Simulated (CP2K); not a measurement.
Consider nitrosopyrazine at its PBE geometry (Å).

```xyz
11

O     3.1309   -0.0669    0.0862
N     2.2899   -0.7803   -0.4538
C     0.9112   -0.3319   -0.2094
C     0.5955    0.7760    0.5926
N    -0.6763    1.1340    0.8104
C    -1.6129    0.3773    0.2106
C    -1.2866   -0.7233   -0.5944
N    -0.0166   -1.0855   -0.8114
H     1.3830    1.3697    1.0586
H    -2.6547    0.6578    0.3790
H    -2.0633   -1.3270   -1.0684
```

Method: CP2K XAS_TDP, all-electron GAPW, PBEh(45%), aug-cc-pVDZ, TDA, GW2X-corrected core level, no relativity.

**Question.** Where do the C K-edge lines lie, and how strong are they?

Leading lines: C3 286.93 eV, C4 286.75 eV, C6 286.85 eV and C7 287.36 eV. The leading line of an atom is its first one with 35 % of the strongest within 2.5 eV of its lowest line over the strength cut. Core ionisation energies at this level: C4 293.78, C6 293.79, C3 293.81 and C7 293.74 eV.

The first six lines of each atom with a strength over 0.0015:

```tsv
atom	energy (eV)	states	strength, one atom	above the computed threshold
C3 (bonded to C and 2 N)	286.93	1	0.0261	
	288.71	1	0.0106	
	289.59	1	0.0217	
	292.89	1	0.0023	
	292.97	1	0.0162	
	293.35	1	0.0034	
C4 (bonded to C, N and H)	286.75	1	0.0508	
	288.49	1	0.0016	
	290.88	1	0.0038	
	291.86	1	0.0096	
	292.59	1	0.0066	
	293.01	1	0.0035	
C6 (bonded to C, N and H)	286.85	1	0.0500	
	290.73	1	0.0088	
	291.43	1	0.0138	
	292.64	1	0.0036	
	293.12	1	0.0034	
	293.49	1	0.0019	
C7 (bonded to C, N and H)	287.36	1	0.0508	
	288.30	1	0.0018	
	290.81	1	0.0050	
	291.41	1	0.0133	
	292.57	1	0.0041	
	293.05	1	0.0042
```

Lines are vertical, at one geometry, with no vibrational structure. GW2X ionisation energies and lines can be off by 1 to 2 eV either way, and a good line position may hide errors that cancel. These values hold no scalar relativity, about 0.1 eV for C 1s. Rydberg lines, and the discretised continuum above threshold, depend on the basis and the box.

[Banner, clock and machine lines of the logs are left out without a mark of their own.]

[Logs are printed without paths, hosts, clocks, repeated set-up lines and the standing remarks that a program may print on its own settings, such as how far it seeks lower states.]

[Hosts, paths, dates, database ids (printed as entryN), source tags and the programs' standing remarks are cut or masked in the printed files.]
